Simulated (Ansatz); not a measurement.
**A hypothetical structure for Na5Y**

This structure for Na5Y is made up. Its elements were placed in a known structure type with a cell scaled to their sizes. What cell does the guess relax to, and how far off was it?

Program: Ansatz 0.2.0. Level of theory: DFT, r2SCAN, plane-wave PAW, files of the set soft_1, scalar-relativistic, no spin, cell and ions relaxed at zero pressure; PAW set soft_1, in the first sound run; inputs show where later runs differ. Results are calculated unless marked as measured.

## 1. Starting point

The structure is hexagonal, space group P6/mmm (No. 191). The conventional cell has a = 6.491 Å, b = 6.491 Å, c = 5.450 Å, α = 90.00°, β = 90.00°, γ = 120.00°. Nearest to Y lie 6 Na at 3.75 Å. Nearest to Na lie 9 Na at 3.31 to 3.75 Å and 3 Y at 3.75 Å. Na has 8 Na at 3.25 to 3.31 Å nearest. Farther neighbours are not listed.

## 2. Relaxing cell and atoms

The guess takes its coordinates from another compound and its volume from a rule, so the cell and any free coordinates are relaxed together.

File input.yaml:

```yaml
crystal:
  lattice:
    - [6.491, 0.0, 0.0]
    - [-3.2455, 5.621370896, 0.0]
    - [0.0, 0.0, 5.45]
  atoms:
    - { symbol: "Y", position: [0.0, 0.0, 0.0] }
    - { symbol: Na, position: [0.666666667, 0.333333333, 0.0] }
    - { symbol: Na, position: [0.333333333, 0.666666667, 0.0] }
    - { symbol: Na, position: [0.0, 0.5, 0.5] }
    - { symbol: Na, position: [0.5, 0.5, 0.5] }
    - { symbol: Na, position: [0.5, 0.0, 0.5] }
kpoints:
  mp_grid: { grid: [5, 5, 5] }
scf:
  occupations: { method: fermi_dirac, width: 0.05 }
hamiltonian:
  xc: r2scan
  pseudopotentials: { kind: paw, azcp: { folder: soft_1 } }
relax:
  f_tol: 0.015
  max_steps: 70
  cell: {}
output:
  forces: true
  stress: true
```

Command:

```
> ansatz run input.yaml --threads 4 --pin off --max-ram 10240MiB --backend cpu --events-out ev --progress --plain --runs-dir out
```

Numbers of over 12 decimals in the logs are rounded to 6 here.

What it wrote:

```text
Engine: ansatz 0.2.0, aarch64-unknown-linux-gnu
Pseudopotentials: kind: paw
Pseudopotential: Y, paw, valence charge 11, recommended cutoff 500 eV (meta_gga), soft_1/Y.paw.azcp
Pseudopotential: Na, paw, valence charge 9, recommended cutoff 500 eV (meta_gga), soft_1/Na.paw.azcp
Functional definition: r2SCAN
  parameter k0 = 0.174
  parameter k1 = 0.065
  parameter a1 = 4.9479
  exchange = r2scan_x(k0 = k0, k1 = k1, a1 = a1)
  correlation = r2scan_c
Crystal: 6 atoms, lattice volume = 198.861 Å³
Basis set: ecut = 500 eV, 5017 PW (Γ), exchange–correlation on 192×192×160 points (64 copies of the dense FFT grid, shifted against one another)
Bands: 34, of which v1, the nominal top of the filled ones, is band 28 counted from 1 (27 counted from 0)
Symmetry: 24 space group operations
Space group: P6/mmm (ITA 191), of the structure as read, at distance tolerance 5.8e-5 Å
k-points: 15 of 125
Non-local potential: Y, projectors of the file, l = 0: 3, l = 1: 2, l = 2: 2, l = 3: 1
Non-local potential: Na, projectors of the file, l = 0: 3, l = 1: 2, l = 2: 1
PAW form: soft (Blöchl's): semilocal exchange-correlation on the pseudo side does not see the compensation charge
PAW frozen core: Y, regenerated for the run's functional (the file was generated under x = pbe(κ = 0.804, μ = 0.219515), c = pbe(β = 0.066725))
PAW frozen core: Na, regenerated for the run's functional (the file was generated under x = pbe(κ = 0.804, μ = 0.219515), c = pbe(β = 0.066725))
PAW one-centre angular grid: Y, 590 points (default); XC on 160 Gauss nodes
PAW one-centre angular grid: Na, 302 points (default); XC on 317 of its mesh's 2451 points in the sphere
Initial density: superposition of atomic densities (chi_scale 0.1, normalization cell, long waves kept (reshape's long-wave potential 0.00 eV rms))
Initial wavefunctions: pseudopotential atomic-orbital guess
Functional: x = r2scan, c = r2scan; τ floored in thin density (d = 2e-4 eV/Å³)
SCF iter   1: F=—  HF=-11301.322370 eV  |F-HF|=—  |Δ(HF+E_count)|=         —  Δρ=1.90e-2  dr2=2.42e0  dr2_τ=4.39e-2  ethr=3.10e-3  ⟨swp⟩=6.1  Hψ=1766  notcnv=0
preconditioner: auto → Kerker (q_TF=auto, 2.209 Å⁻¹)  [metal: Δε(μ)=0.059 eV  Ē_g=2.861 eV  σ=0.050 eV  W_gap=0.29  n_scr=26 (ndim 8)  ℏωp=7.4 eV  f_vac=0.000  D(μ)=3.72/eV (n_scr^D=20)]
SCF iter   2: F=—  HF=-11300.957978 eV  |F-HF|=—  |Δ(HF+E_count)|=   3.64e-1  Δρ=1.12e-2  dr2=1.05e0  dr2_τ=1.11e-2  ethr=3.10e-3  ⟨swp⟩=2.9  Hψ=738  notcnv=0
SCF iter   3: F=—  HF=-11300.791566 eV  |F-HF|=—  |Δ(HF+E_count)|=   1.66e-1  Δρ=3.17e-3  dr2=3.87e-2  dr2_τ=4.71e-3  ethr=1.87e-3  ⟨swp⟩=3.1  Hψ=918  notcnv=0
SCF iter   4: F=—  HF=-11300.794874 eV  |F-HF|=—  |Δ(HF+E_count)|=   3.31e-3  Δρ=1.38e-3  dr2=1.23e-2  dr2_τ=6.58e-4  ethr=6.90e-5  ⟨swp⟩=2.9  Hψ=760  notcnv=0
SCF iter   5: F=—  HF=-11300.795865 eV  |F-HF|=—  |Δ(HF+E_count)|=   9.91e-4  Δρ=6.03e-4  dr2=2.35e-3  dr2_τ=1.39e-5  ethr=2.19e-5  ⟨swp⟩=2.0  Hψ=659  notcnv=0
SCF iter   6: F=—  HF=-11300.796008 eV  |F-HF|=—  |Δ(HF+E_count)|=   1.42e-4  Δρ=1.45e-4  dr2=1.36e-4  dr2_τ=7.49e-6  ethr=4.20e-6  ⟨swp⟩=2.0  Hψ=738  notcnv=0
SCF iter   7: F=—  HF=-11300.796005 eV  |F-HF|=—  |Δ(HF+E_count)|=   2.50e-6  Δρ=4.47e-5  dr2=1.29e-5  dr2_τ=5.17e-7  ethr=2.43e-7  ⟨swp⟩=2.0  Hψ=711  notcnv=0
SCF iter   8: F=—  HF=-11300.796066 eV  |F-HF|=—  |Δ(HF+E_count)|=   6.07e-5  Δρ=9.54e-6  dr2=4.82e-7  dr2_τ=7.46e-9  ethr=2.30e-8  ⟨swp⟩=2.0  Hψ=573  notcnv=0
SCF iter   9: F=-11300.796066 eV  HF=-11300.796066 eV  |F-HF|=1.60e-8  |Δ(HF+E_count)|=   6.98e-8  Δρ=2.83e-6  dr2=3.09e-8  dr2_τ=1.20e-9  ethr=1.79e-10  ⟨swp⟩=5.0  Hψ=1904  notcnv=0
SCF 1 converged in 9 iterations: F = -11300.796066 eV  dr2 = 3.09e-8
  greatest PAW one-centre occupation: 1.002 electrons in one spin orbital (limit 2), on the Na atom at site 2 (counted from 0), in its partial waves of l = 0
relax step   1: F+E_penalty+E_count = -11300.79606568 eV  Δ(F+E_penalty+E_count) = +0.000e0 eV  max|allowed force component| = 6.602e-18 eV/Å  Δτ_max = 0.0000 Å  P = +0.861 GPa  Ω = 198.861 Å³  (9 SCF iters, dr2 threshold 1.00e-7 eV, accepted)
Crystal: 6 atoms, lattice volume = 203.491 Å³
Basis set: ecut = 500 eV, 5137 PW (Γ), exchange–correlation on 192×192×160 points (64 copies of the dense FFT grid, shifted against one another)
Initial density: handed on by an earlier stage of this run
Initial wavefunctions: those handed on with the density
iter 1 solved again at ethr=3.51e-7 eV; its pass at ethr=3.10e-3 eV (dr2=1.96e-4 eV) is discarded
SCF iter   1: F=—  HF=-11300.791594 eV  |F-HF|=—  |Δ(HF+E_count)|=         —  Δρ=2.85e-4  dr2=2.19e-4  dr2_τ=7.55e-3  ethr=3.51e-7  ⟨swp⟩=2.1  Hψ=2699  notcnv=0
preconditioner: auto → Kerker (q_TF=auto, 2.200 Å⁻¹)  [metal: Δε(μ)=0.047 eV  Ē_g=2.358 eV  σ=0.050 eV  W_gap=0.23  n_scr=26 (ndim 8)  ℏωp=7.4 eV  f_vac=0.000  D(μ)=6.27/eV (n_scr^D=46)]
SCF iter   2: F=—  HF=-11300.816508 eV  |F-HF|=—  |Δ(HF+E_count)|=   2.49e-2  Δρ=2.66e-4  dr2=2.54e-4  dr2_τ=1.15e-5  ethr=3.51e-7  ⟨swp⟩=2.9  Hψ=1071  notcnv=0
SCF iter   3: F=—  HF=-11300.816500 eV  |F-HF|=—  |Δ(HF+E_count)|=   8.01e-6  Δρ=1.77e-4  dr2=1.39e-4  dr2_τ=3.50e-6  ethr=3.51e-7  ⟨swp⟩=1.1  Hψ=514  notcnv=0
SCF iter   4: F=—  HF=-11300.816501 eV  |F-HF|=—  |Δ(HF+E_count)|=   7.95e-7  Δρ=9.32e-5  dr2=5.16e-5  dr2_τ=6.53e-7  ethr=2.48e-7  ⟨swp⟩=1.6  Hψ=521  notcnv=0
SCF iter   5: F=—  HF=-11300.816506 eV  |F-HF|=—  |Δ(HF+E_count)|=   4.67e-6  Δρ=7.74e-5  dr2=1.18e-5  dr2_τ=5.81e-7  ethr=9.22e-8  ⟨swp⟩=2.0  Hψ=706  notcnv=0
SCF iter   6: F=—  HF=-11300.816506 eV  |F-HF|=—  |Δ(HF+E_count)|=   6.23e-8  Δρ=5.60e-5  dr2=7.62e-6  dr2_τ=2.82e-7  ethr=2.11e-8  ⟨swp⟩=1.1  Hψ=511  notcnv=0
SCF iter   7: F=—  HF=-11300.816505 eV  |F-HF|=—  |Δ(HF+E_count)|=   5.19e-7  Δρ=2.12e-5  dr2=1.33e-6  dr2_τ=4.29e-8  ethr=1.36e-8  ⟨swp⟩=2.9  Hψ=835  notcnv=0
SCF iter   8: F=-11300.816505 eV  HF=-11300.816505 eV  |F-HF|=7.11e-8  |Δ(HF+E_count)|=   4.98e-8  Δρ=7.00e-6  dr2=1.52e-7  dr2_τ=5.46e-9  ethr=1.07e-9  ⟨swp⟩=4.3  Hψ=1482  notcnv=0
SCF 2 converged in 8 iterations: F = -11300.816505 eV  dr2 = 1.52e-7
relax step   2: F+E_penalty+E_count = -11300.81650489 eV  Δ(F+E_penalty+E_count) = -2.044e-2 eV  max|allowed force component| = 5.879e-18 eV/Å  Δτ_max = 0.0000 Å  P = +0.527 GPa  Ω = 203.491 Å³  energy of the carried Pulay correction = -3.814e-4 eV  (8 SCF iters, dr2 threshold 6.00e-7 eV, accepted)
Crystal: 6 atoms, lattice volume = 211.237 Å³
Basis set: ecut = 500 eV, 5349 PW (Γ), exchange–correlation on 192×192×160 points (64 copies of the dense FFT grid, shifted against one another)
iter 1 solved again at ethr=1.00e-6 eV; its pass at ethr=3.10e-3 eV (dr2=5.62e-4 eV) is discarded
SCF iter   1: F=—  HF=-11300.767047 eV  |F-HF|=—  |Δ(HF+E_count)|=         —  Δρ=4.59e-4  dr2=6.42e-4  dr2_τ=1.98e-2  ethr=1.00e-6  ⟨swp⟩=2.1  Hψ=2713  notcnv=0
preconditioner: auto → Kerker (q_TF=auto, 2.187 Å⁻¹)  [metal: Δε(μ)=0.027 eV  Ē_g=2.296 eV  σ=0.050 eV  W_gap=0.13  n_scr=32 (ndim 8)  ℏωp=7.2 eV  f_vac=0.000  D(μ)=6.46/eV (n_scr^D=46)]
SCF iter   2: F=—  HF=-11300.829860 eV  |F-HF|=—  |Δ(HF+E_count)|=   6.28e-2  Δρ=4.29e-4  dr2=8.00e-4  dr2_τ=2.97e-5  ethr=1.00e-6  ⟨swp⟩=2.9  Hψ=1059  notcnv=0
SCF iter   3: F=—  HF=-11300.829819 eV  |F-HF|=—  |Δ(HF+E_count)|=   4.17e-5  Δρ=2.71e-4  dr2=3.92e-4  dr2_τ=9.47e-6  ethr=1.00e-6  ⟨swp⟩=1.5  Hψ=520  notcnv=0
SCF iter   4: F=—  HF=-11300.829820 eV  |F-HF|=—  |Δ(HF+E_count)|=   1.38e-6  Δρ=1.28e-4  dr2=1.18e-4  dr2_τ=1.20e-6  ethr=7.00e-7  ⟨swp⟩=1.6  Hψ=526  notcnv=0
SCF iter   5: F=—  HF=-11300.829827 eV  |F-HF|=—  |Δ(HF+E_count)|=   6.83e-6  Δρ=1.02e-4  dr2=2.10e-5  dr2_τ=1.15e-6  ethr=2.11e-7  ⟨swp⟩=2.1  Hψ=728  notcnv=0
SCF iter   6: F=—  HF=-11300.829827 eV  |F-HF|=—  |Δ(HF+E_count)|=   4.42e-7  Δρ=6.10e-5  dr2=9.26e-6  dr2_τ=3.24e-7  ethr=3.75e-8  ⟨swp⟩=1.3  Hψ=514  notcnv=0
SCF iter   7: F=—  HF=-11300.829826 eV  |F-HF|=—  |Δ(HF+E_count)|=   7.12e-7  Δρ=2.17e-5  dr2=1.48e-6  dr2_τ=4.89e-8  ethr=1.65e-8  ⟨swp⟩=3.0  Hψ=926  notcnv=0
SCF iter   8: F=-11300.829826 eV  HF=-11300.829826 eV  |F-HF|=1.21e-7  |Δ(HF+E_count)|=   3.61e-8  Δρ=9.31e-6  dr2=2.52e-7  dr2_τ=9.99e-9  ethr=1.07e-9  ⟨swp⟩=4.3  Hψ=1482  notcnv=0
SCF 3 converged in 8 iterations: F = -11300.829826 eV  dr2 = 2.52e-7
relax step   3: F+E_penalty+E_count = -11300.82982570 eV  Δ(F+E_penalty+E_count) = -1.332e-2 eV  max|allowed force component| = 6.987e-19 eV/Å  Δτ_max = 0.0000 Å  P = +0.042 GPa  Ω = 211.237 Å³  energy of the carried Pulay correction = -1.000e-3 eV  (8 SCF iters, dr2 threshold 6.00e-7 eV, accepted)
Basis set: ecut = 500 eV, 5349 PW (Γ), exchange–correlation on 200×200×180 points (64 copies of the dense FFT grid, shifted against one another)
Initial wavefunctions: pseudopotential atomic-orbital guess (no wavefunctions were taken with the density)
iter 1 solved again at ethr=3.47e-8 eV; its pass at ethr=3.10e-3 eV (dr2=1.94e-5 eV) is discarded
SCF iter   1: F=—  HF=-11300.829270 eV  |F-HF|=—  |Δ(HF+E_count)|=         —  Δρ=2.89e-4  dr2=2.41e-5  dr2_τ=5.37e-6  ethr=3.47e-8  ⟨swp⟩=4.0  Hψ=3358  notcnv=0
preconditioner: auto → Kerker (q_TF=auto, 2.187 Å⁻¹)  [metal: Δε(μ)=0.025 eV  Ē_g=2.300 eV  σ=0.050 eV  W_gap=0.12  n_scr=32 (ndim 8)  ℏωp=7.2 eV  f_vac=0.000  D(μ)=6.44/eV (n_scr^D=46)]
SCF iter   2: F=—  HF=-11300.830849 eV  |F-HF|=—  |Δ(HF+E_count)|=   1.58e-3  Δρ=1.46e-4  dr2=6.09e-6  dr2_τ=2.04e-5  ethr=3.47e-8  ⟨swp⟩=2.0  Hψ=932  notcnv=0
SCF iter   3: F=—  HF=-11300.831151 eV  |F-HF|=—  |Δ(HF+E_count)|=   3.02e-4  Δρ=3.49e-5  dr2=3.24e-6  dr2_τ=8.94e-7  ethr=1.09e-8  ⟨swp⟩=2.1  Hψ=948  notcnv=0
SCF iter   4: F=—  HF=-11300.831115 eV  |F-HF|=—  |Δ(HF+E_count)|=   3.66e-5  Δρ=1.99e-5  dr2=2.22e-6  dr2_τ=1.23e-7  ethr=5.79e-9  ⟨swp⟩=3.0  Hψ=889  notcnv=0
SCF iter   5: F=—  HF=-11300.831117 eV  |F-HF|=—  |Δ(HF+E_count)|=   2.34e-6  Δρ=7.85e-6  dr2=4.89e-7  dr2_τ=7.96e-9  ethr=3.97e-9  ⟨swp⟩=2.1  Hψ=594  notcnv=0
SCF iter   6: F=—  HF=-11300.831117 eV  |F-HF|=—  |Δ(HF+E_count)|=   7.24e-8  Δρ=3.06e-6  dr2=7.31e-8  dr2_τ=1.10e-9  ethr=8.73e-10  ⟨swp⟩=2.0  Hψ=575  notcnv=0
SCF iter   7: F=—  HF=-11300.831117 eV  |F-HF|=—  |Δ(HF+E_count)|=   5.06e-9  Δρ=1.61e-6  dr2=2.53e-8  dr2_τ=5.11e-10  ethr=1.30e-10  ⟨swp⟩=1.9  Hψ=538  notcnv=0
SCF iter   8: F=—  HF=-11300.831117 eV  |F-HF|=—  |Δ(HF+E_count)|=  5.60e-10  Δρ=1.06e-6  dr2=1.03e-8  dr2_τ=1.66e-10  ethr=4.51e-11  ⟨swp⟩=1.5  Hψ=523  notcnv=0
SCF iter   9: F=—  HF=-11300.831117 eV  |F-HF|=—  |Δ(HF+E_count)|=  4.89e-10  Δρ=2.91e-7  dr2=8.60e-10  dr2_τ=1.45e-11  ethr=1.84e-11  ⟨swp⟩=1.9  Hψ=557  notcnv=0
SCF iter  10: F=-11300.831117 eV  HF=-11300.831117 eV  |F-HF|=3.64e-12  |Δ(HF+E_count)|=  2.55e-11  Δρ=3.21e-8  dr2=2.51e-12  dr2_τ=5.04e-14  ethr=1.00e-12  ⟨swp⟩=3.4  Hψ=1776  notcnv=0
SCF 4 converged in 10 iterations: F = -11300.831117 eV  dr2 = 2.51e-12
relax step   4: F+E_penalty+E_count = -11300.83111692 eV  Δ(F+E_penalty+E_count) = -1.291e-3 eV  max|allowed force component| = 1.735e-18 eV/Å  Δτ_max = 0.0000 Å  P = +0.049 GPa  Ω = 211.237 Å³  stress off target by 5.36e-2 GPa  SCF on the basis re-selected at this cell (its energy is not comparable with the rows above)  (10 SCF iters)
basis re-selected at this cell: Δ(F+E_penalty+E_count) = -1.291e-3 eV, ΔP = +0.007 GPa vs the last step (what re-selecting the basis moved, of the pressure what is left beyond the Pulay correction that the steps carried, after the strain that the cell walked since its last selection, with what the two solves' SCF thresholds leave and, on support functions, any second-order correction that the steps lacked; it is no measure of the basis error at this ecutwfc). The dense FFT grid was sized anew with the basis: this SCF ran on 50×50×45 points, the steps before it on 48×48×40, so part of this shift can come from that change (see relax.cell in the input reference). [rest of the remark cut]
Crystal: 6 atoms, lattice volume = 212.043 Å³
Basis set: ecut = 500 eV, 5397 PW (Γ), exchange–correlation on 200×200×180 points (64 copies of the dense FFT grid, shifted against one another)
iter 1 solved again at ethr=1.99e-8 eV; its pass at ethr=3.10e-3 eV (dr2=1.12e-5 eV) is discarded
SCF iter   1: F=—  HF=-11300.830497 eV  |F-HF|=—  |Δ(HF+E_count)|=         —  Δρ=4.51e-5  dr2=6.25e-6  dr2_τ=2.01e-4  ethr=1.99e-8  ⟨swp⟩=3.0  Hψ=2671  notcnv=0
preconditioner: auto → Kerker (q_TF=auto, 2.185 Å⁻¹)  [metal: Δε(μ)=0.023 eV  Ē_g=2.293 eV  σ=0.050 eV  W_gap=0.12  n_scr=32 (ndim 8)  ℏωp=7.2 eV  f_vac=0.000  D(μ)=6.47/eV (n_scr^D=46)]
SCF iter   2: F=—  HF=-11300.831190 eV  |F-HF|=—  |Δ(HF+E_count)|=   6.93e-4  Δρ=4.60e-5  dr2=1.02e-5  dr2_τ=2.97e-7  ethr=1.12e-8  ⟨swp⟩=2.9  Hψ=997  notcnv=0
SCF iter   3: F=—  HF=-11300.831190 eV  |F-HF|=—  |Δ(HF+E_count)|=   5.60e-7  Δρ=2.97e-5  dr2=5.13e-6  dr2_τ=1.01e-7  ethr=1.12e-8  ⟨swp⟩=1.5  Hψ=520  notcnv=0
SCF iter   4: F=—  HF=-11300.831190 eV  |F-HF|=—  |Δ(HF+E_count)|=   8.44e-8  Δρ=9.39e-6  dr2=2.13e-7  dr2_τ=2.03e-8  ethr=9.16e-9  ⟨swp⟩=2.9  Hψ=952  notcnv=0
SCF iter   5: F=—  HF=-11300.831190 eV  |F-HF|=—  |Δ(HF+E_count)|=   3.86e-8  Δρ=4.26e-6  dr2=4.80e-8  dr2_τ=2.23e-9  ethr=3.80e-10  ⟨swp⟩=2.0  Hψ=703  notcnv=0
SCF iter   6: F=—  HF=-11300.831190 eV  |F-HF|=—  |Δ(HF+E_count)|=   1.72e-9  Δρ=1.36e-6  dr2=8.99e-9  dr2_τ=1.95e-10  ethr=8.57e-11  ⟨swp⟩=2.2  Hψ=636  notcnv=0
SCF iter   7: F=-11300.831190 eV  HF=-11300.831190 eV  |F-HF|=5.09e-10  |Δ(HF+E_count)|=  4.29e-10  Δρ=5.16e-7  dr2=9.03e-10  dr2_τ=1.92e-11  ethr=1.28e-11  ⟨swp⟩=4.3  Hψ=1476  notcnv=0
SCF 5 converged in 7 iterations: F = -11300.831190 eV  dr2 = 9.03e-10
relax step   5: F+E_penalty+E_count = -11300.83118972 eV  Δ(F+E_penalty+E_count) = -7.280e-5 eV  max|allowed force component| = 6.891e-18 eV/Å  Δτ_max = 0.0000 Å  P = +0.003 GPa  Ω = 212.043 Å³  energy of the carried Pulay correction = -6.207e-5 eV  (7 SCF iters, dr2 threshold 7.20e-9 eV, accepted)
iter 1 solved again at ethr=1.35e-8 eV; its pass at ethr=3.10e-3 eV (dr2=7.56e-6 eV) is discarded
SCF iter   1: F=—  HF=-11300.830971 eV  |F-HF|=—  |Δ(HF+E_count)|=         —  Δρ=1.16e-4  dr2=1.43e-6  dr2_τ=1.46e-8  ethr=1.35e-8  ⟨swp⟩=4.1  Hψ=3394  notcnv=0
preconditioner: auto → Kerker (q_TF=auto, 2.185 Å⁻¹)  [metal: Δε(μ)=0.023 eV  Ē_g=2.294 eV  σ=0.050 eV  W_gap=0.11  n_scr=32 (ndim 8)  ℏωp=7.2 eV  f_vac=0.000  D(μ)=6.47/eV (n_scr^D=46)]
SCF iter   2: F=—  HF=-11300.831176 eV  |F-HF|=—  |Δ(HF+E_count)|=   2.05e-4  Δρ=5.83e-5  dr2=2.13e-7  dr2_τ=2.35e-6  ethr=2.55e-9  ⟨swp⟩=2.0  Hψ=857  notcnv=0
SCF iter   3: F=—  HF=-11300.831240 eV  |F-HF|=—  |Δ(HF+E_count)|=   6.40e-5  Δρ=1.21e-5  dr2=1.01e-7  dr2_τ=9.62e-8  ethr=3.81e-10  ⟨swp⟩=2.1  Hψ=948  notcnv=0
SCF iter   4: F=—  HF=-11300.831243 eV  |F-HF|=—  |Δ(HF+E_count)|=   2.62e-6  Δρ=3.61e-6  dr2=4.76e-8  dr2_τ=5.84e-9  ethr=1.80e-10  ⟨swp⟩=2.0  Hψ=841  notcnv=0
SCF iter   5: F=—  HF=-11300.831243 eV  |F-HF|=—  |Δ(HF+E_count)|=   1.74e-7  Δρ=1.13e-6  dr2=1.01e-8  dr2_τ=1.64e-10  ethr=8.50e-11  ⟨swp⟩=2.9  Hψ=876  notcnv=0
SCF iter   6: F=—  HF=-11300.831243 eV  |F-HF|=—  |Δ(HF+E_count)|=  8.62e-10  Δρ=5.17e-7  dr2=1.92e-9  dr2_τ=3.11e-11  ethr=1.80e-11  ⟨swp⟩=2.0  Hψ=570  notcnv=0
SCF iter   7: F=—  HF=-11300.831243 eV  |F-HF|=—  |Δ(HF+E_count)|=  5.28e-11  Δρ=1.92e-7  dr2=2.51e-10  dr2_τ=5.96e-12  ethr=3.43e-12  ⟨swp⟩=2.0  Hψ=562  notcnv=0
SCF iter   8: F=—  HF=-11300.831243 eV  |F-HF|=—  |Δ(HF+E_count)|=  9.09e-12  Δρ=1.17e-7  dr2=9.91e-11  dr2_τ=1.78e-12  ethr=1.00e-12  ⟨swp⟩=4.1  Hψ=1795  notcnv=0
SCF iter   9: F=-11300.831243 eV  HF=-11300.831243 eV  |F-HF|=3.64e-12  |Δ(HF+E_count)|=  1.82e-12  Δρ=2.70e-8  dr2=5.28e-12  dr2_τ=1.03e-13  ethr=1.00e-12  ⟨swp⟩=4.1  Hψ=1478  notcnv=0
SCF 6 converged in 9 iterations: F = -11300.831243 eV  dr2 = 5.28e-12
relax step   6: F+E_penalty+E_count = -11300.83124320 eV  Δ(F+E_penalty+E_count) = -5.348e-5 eV  max|allowed force component| = 7.758e-18 eV/Å  Δτ_max = 0.0000 Å  P = +0.003 GPa  Ω = 212.043 Å³  stress off target by 3.59e-3 GPa  SCF on the basis re-selected at this cell (its energy is not comparable with the rows above)  (9 SCF iters)
basis re-selected at this cell: Δ(F+E_penalty+E_count) = -5.348e-5 eV, ΔP = +0.000 GPa vs the last step (what re-selecting the basis moved, of the pressure what is left beyond the Pulay correction that the steps carried, after the strain that the cell walked since its last selection, with what the two solves' SCF thresholds leave and, on support functions, any second-order correction that the steps lacked; it is no m [...]
SCF converged after 9 iterations
Free energy (F): -11300.831243 eV
Harris-Foulkes:  -11300.831243 eV  (|F-HF|=3.64e-12)
Internal energy: -11300.778612 eV  (E = F + TS)
E sigma→0 (E₀):  -11300.804928 eV
Entropy (-TS):   -0.052631 eV (-8.772 meV/atom)
Fermi energy:    2.989958 eV
--- Per-component energies (eV) ---
  E_band       = -1407.885068
  E_kinetic    = 874.094232
  E_local      = -8706.296691  (includes V_loc(G=0)·N_el)
  E_nonlocal   = 1426.036161
  E_hartree    = 3019.907607
  E_xc         = -339.514867
  E_vxc        = -479.366459  (∫ρ·V_xc dr)
  E_paw        = -4323.129269  (= ΣΔE_a)
  E_vpaw       = -596.974312  (= ΣTr[D̂ρ^β])
  E_aug_tail   = -0.000205  (compensation charges beyond the density's cutoff)
  E_vtau       = 34.806980  (kinetic-family band-sum trace: ∫τ·v_τ [+ j·A + Jᵃ·Aᵃ] dr)
  E_ewald      = -3251.590292
  E_core_change = -0.285289  (= ΣΔE_core)
  E_smearing   = -0.052631  (= −TS)
  E_closure    = -0.000000  (closes the sum)
  Σ components = -11300.831243   (vs F -11300.831243, Δ=0.00e0)
--- Forces (eV/Å), atoms counted from 1 ---
  atom   1  Y     -0.00000000     0.00000000     0.00000000
  atom   2  Na     0.00000000    -0.00000000     0.00000000
  atom   3  Na    -0.00000000     0.00000000     0.00000000
  atom   4  Na     0.00000000     0.00000000     0.00000000
  atom   5  Na    -0.00000000     0.00000000     0.00000000
  atom   6  Na     0.00000000     0.00000000     0.00000000
  max |Σ_I F_I| component: 2.89e-19 eV/Å
--- Stress (GPa, compression-positive) ---
        0.003586       0.000000       0.000000
        0.000000       0.003586       0.000000
        0.000000       0.000000       0.002915
  P = ⅓ Tr σ = 0.0034 GPa (0.034 kbar)
--- Relaxed structure (4 steps of the walk, 4 accepted, 2 SCFs on fresh bases) ---
  F+E_penalty+E_count = -11300.83124320 eV   max|allowed force component| = 7.758e-18 eV/Å   (the final SCF, on the basis selected at the relaxed cell)
  cell:  # Å, volume = 212.0435 Å³
    - [6.658764, 0.0, 0.0]
    - [-3.329382, 5.766659, 0.0]
    - [0.0, 0.0, 5.522134]
  atoms:
    - { symbol: Y, position: [0, 0, 0.0] }
    - { symbol: Na, position: [0.666667, 0.333333, 0.0] }
    - { symbol: Na, position: [0.333333, 0.666667, 0.0] }
    - { symbol: Na, position: [0.0, 0.5, 0.5] }
    - { symbol: Na, position: [0.5, 0.5, 0.5] }
    - { symbol: Na, position: [0.5, 0, 0.5] }
```

Elapsed: 24 s, on 4 threads of Arm Neoverse V1, shared host; peak memory 0.99 GiB.

[end of part 1 of 2]

[Logs are printed without paths, hosts, clocks, repeated set-up lines and the standing remarks that a program may print on its own settings, such as how far it seeks lower states.]

[Hosts, paths, dates, database ids (printed as entryN), source tags and the programs' standing remarks are cut or masked in the printed files.]
